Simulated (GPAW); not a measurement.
# CaGaSiH (P3m1): G0W0 with GPAW, start to end

Aim: the G0W0 gap of CaGaSiH (P3m1) on LDA, step by step.

Program: GPAW 26.7.0. Level of theory: LDA and many-body steps on it, plane waves. Values are calculated unless marked as measured.

This is a report of a sequence of runs, with the program logs left out and the cost of each run kept.

## (1) Starting point

It takes space group P3m1 (No. 156, trigonal). Conventional cell: a = 4.091 Å, b = 4.091 Å, c = 4.763 Å, α = 90.00°, β = 90.00°, γ = 120.00°. Ca has 3 H at 2.39 Å and 3 Si at 3.14 Å and 3 Ga at 3.17 Å nearest. Ga has 1 H at 1.75 Å and 3 Si at 2.43 Å nearest. Si has 3 Ga at 2.43 Å and 3 Ca at 3.14 Å nearest. H has 1 Ga at 1.75 Å and 3 Ca at 2.39 Å nearest. Farther neighbours, and contacts between anions beyond the nearest, are not listed.

Structure file:

```
Ca Ga Si H
1.0
     4.09110    0.00000    0.00000
    -2.04555    3.54300    0.00000
     0.00000    0.00000    4.76280
Ca Ga Si H
1 1 1 1
Direct
  0.33333 0.66667 0.00000
  0.00000 0.00000 0.55680
  0.66667 0.33333 0.43370
  0.00000 0.00000 0.92500
```

The cell and positions come from the Crystallography Open Database and are kept as given unless a step says otherwise.

## (2) Ground state

This step: GPAW 26.7.0; DFT, LDA, plane waves, PAW.

The ground-state density comes first.

Contents of run.py:

```python
import json
import numpy as np
from gpaw.mpi import world
from ase import Atoms
from gpaw import GPAW, PW, FermiDirac

atoms = Atoms(['Ca', 'Ga', 'Si', 'H'],
    cell=[[4.0911000000, 0.0000000000, 0.0000000000],
      [-2.0455500000, 3.5429965294, 0.0000000000],
      [0.0000000000, 0.0000000000, 4.7628000000]],
    scaled_positions=[[0.3333333333, 0.6666666667, 0.0000000000],
      [0.0000000000, 0.0000000000, 0.5568000000],
      [0.6666666667, 0.3333333333, 0.4337000000],
      [0.0000000000, 0.0000000000, 0.9250000000]],
    pbc=(True, True, True))
calc = GPAW(mode=PW(600),
    xc='LDA',
    kpts={'size': (6, 6, 6), 'gamma': True},
    occupations=FermiDirac(0.001),
    nbands=-8,
    convergence={'density': 1e-6, 'bands': -3},
    maxiter=100,
    txt='gs.txt')
atoms.calc = calc
res = {'energy': atoms.get_potential_energy()}
kpts = calc.get_ibz_k_points()
res['kpts'] = kpts
res['eigenvalues'] = [calc.get_eigenvalues(kpt=k) for k in range(len(kpts))]
res['n_electrons'] = calc.get_number_of_electrons()
calc.write('gs.gpw')

if world.rank == 0:
    with open('result.json', 'w') as f:
        json.dump(res, f, default=lambda x: x.tolist())
```

Started as:

```sh
$ mpirun -n 4 gpaw python run.py
```

Wall time 10 s (4 MPI ranks of Arm Neoverse V1, shared host); peak memory 0.69 GiB.

Numbers from this step:

```yaml
total_energy: -17.00 eV
gap: 0.1329 eV
k_of_the_valence_top: 0, 0, 0.5
k_of_the_conduction_bottom: 0.5, 0.5, 0
least_direct_gap: 1.267 eV
```

The gap is indirect, with the least direct gap 1.13 eV higher.

## (3) Empty states on the mesh, 3×3×2 mesh, 242 bands

The sums over transitions need many empty states on a uniform mesh; this step solves for them.

Contents of run.py:

```python
import json
import numpy as np
from gpaw.mpi import world
from gpaw import GPAW

calc = GPAW('gs.gpw').fixed_density(kpts={'size': (3, 3, 2), 'gamma': True},
    parallel={'domain': 1, 'band': 1},
    txt='nscf.txt')
calc.diagonalize_full_hamiltonian(nbands=242)
calc.write('full.gpw', mode='all')
res = {}
kpts = calc.get_ibz_k_points()
res['kpts'] = kpts
res['eigenvalues'] = [calc.get_eigenvalues(kpt=k) for k in range(len(kpts))]
res['n_electrons'] = calc.get_number_of_electrons()

if world.rank == 0:
    with open('result.json', 'w') as f:
        json.dump(res, f, default=lambda x: x.tolist())
```

Started as:

```sh
$ mpirun -n 4 gpaw python run.py
```

The job ended after 31 s (4 MPI ranks; peak memory 2 GiB).

This step gave:

| Quantity | Value |
| --- | --- |
| gap | 0.3314 eV |
| k of the valence top | 0, 0, 0.5 |
| k of the conduction bottom | 0.3333, 0.3333, 0 |
| least direct gap | 1.278 eV |
| k points computed | 6 |
| lowest point of the top converged band, above the valence top | 117.5530 eV |

On this mesh the gap is 0.331 eV. The earlier step found 0.133 eV, so this mesh misses an edge.

## (4) Screening and self-energy, 3×3×2 mesh, 107 bands, screening to 78 eV

Now the one-shot GW correction: screening in the RPA, then the self-energy of the levels asked for.

This step: G0W0 on LDA, plane waves, PAW.

Contents of run.py:

```python
import json
import numpy as np
from gpaw.mpi import world
from gpaw.response.g0w0 import G0W0

gw = G0W0('full.gpw',
    filename='gw',
    kpts=[0, 1, 4],
    bands=(7, 11),
    ecut=78,
    nbands=107,
    integrate_gamma='WS',
    ppa=True)
gw.calculate()
res = {mode: {k: v for k, v in r.items() if k != 'sigma_eskwn'}
       for mode, r in gw.all_results.items()}

if world.rank == 0:
    with open('result.json', 'w') as f:
        json.dump(res, f, default=lambda x: x.tolist())
```

Started as:

```sh
$ mpirun -n 4 gpaw python run.py
```

Wall time 15 s (4 MPI ranks); peak memory 1.3 GiB; 60 s of CPU time.

Read from the output:

| Property | Result |
| --- | --- |
| G0W0 gap on the mesh | 1.080 eV |
| least direct G0W0 gap on the computed points | 1.919 eV |
| Z at the valence top | 0.7726 |
| Z at the conduction bottom | 0.7841 |
| starting gap on the mesh | 0.3314 eV |
| k of the valence top | 0, 0, 0.5 |
| k of the conduction bottom | 0.3333, 0.3333, 0 |

The gap on the mesh goes from 0.33 eV to 1.08 eV, a correction of +0.75 eV. The start differs from the 0.13 eV found before because the two sample other k points.

Limits: finite bands, cutoff and mesh; no spin-orbit coupling; coarse k mesh. v1 is the top filled band, c1 the lowest empty one. The levels before and after the correction (eV, zero at the valence-band top of each column):

|  | conduction bottom | valence top |
| --- | --- | --- |
| Kohn-Sham | 0.33 | 0.00 |
| G0W0 | 1.08 | 0.00 |

|  | level | energy (eV) |
| --- | --- | --- |
| Kohn-Sham | (0 0 0.5) v2 | -0.338 |
| Kohn-Sham | (0 0 0.5) v1 | 0.000 |
| Kohn-Sham | (0 0 0.5) c1-c2 | 1.278 |
| Kohn-Sham | (0.333 0.333 0) v2 | -3.041 |
| Kohn-Sham | (0.333 0.333 0) v1 | -1.011 |
| Kohn-Sham | (0.333 0.333 0) c1 | 0.331 |
| Kohn-Sham | (0.333 0.333 0) c2 | 2.018 |
| G0W0 | (0 0 0.5) v2 | -0.284 |
| G0W0 | (0 0 0.5) v1 | 0.000 |
| G0W0 | (0 0 0.5) c1-c2 | 2.367 |
| G0W0 | (0.333 0.333 0) v2 | -3.116 |
| G0W0 | (0.333 0.333 0) v1 | -0.840 |
| G0W0 | (0.333 0.333 0) c1 | 1.080 |
| G0W0 | (0.333 0.333 0) c2 | 2.947 |

## (5) Where the time went

Times are wall times on 4 MPI ranks of Arm Neoverse V1, shared host, good to a factor of about two.

| step | time | share | memory (GiB) |
| --- | --- | --- | --- |
| ground state | 10 s | 18 % | 0.69 |
| empty states on the mesh | 31 s | 55 % | 2 |
| screening and self-energy | 15 s | 27 % | 1.3 |

## (6) Results

| Property | Result |
| --- | --- |
| LDA gap | 0.13 eV, indirect |
| G0W0 gap on the mesh | 1.08 eV |
| G0W0 gap over the zone (rigid shift) | 0.88 eV |
| GW settings | 3×3×2 mesh, 107 bands, screening to 78 eV, Godby-Needs plasmon pole |
| known limits | short of the basis limit; no spin-orbit coupling; coarse k mesh |

G0W0 moves the gap on the mesh from 0.33 eV to 1.08 eV (+0.75 eV), with Z of 0.77 and 0.78 at the edges. The mesh misses the band edges by 0.20 eV in all; a rigid shift gives 0.88 eV for the zone. The dearest step here is «empty states on the mesh». Bands and cutoff are finite, so the gap stands short of the basis limit, usually by up to a few tenths of an eV; the mesh is an error of its own. The 3×3×2 mesh is coarse for this cell, which bears on the long-range parts of exchange and screening. The many-body steps are scalar-relativistic: spin-orbit coupling is not in them.

[Long decimals in the printed logs are rounded to 6 places.]

[Logs are printed without paths, hosts, clocks, repeated set-up lines and the standing remarks that a program may print on its own settings, such as how far it seeks lower states.]

[Paths, hosts, dates, memory and timing lines, banners, echoed tables and standing remarks are left out of the program output; an Ansatz launch command may be rebuilt from the run's recorded settings. Measured values are a selection of at most five: reports struck by readers or far from the other reports are left out. None is set beside runs whose start may be inverted or whose files or cutoffs have a known fault.]

[Runs of the session that timed out or met a known fault of the program may be left out.]

[Hosts, paths, dates, database ids (printed as entryN), source tags and the programs' standing remarks are cut or masked in the printed files.]

[Where the starting crystal was built by hand or by swapping elements, it need not be the compound's stable phase.]
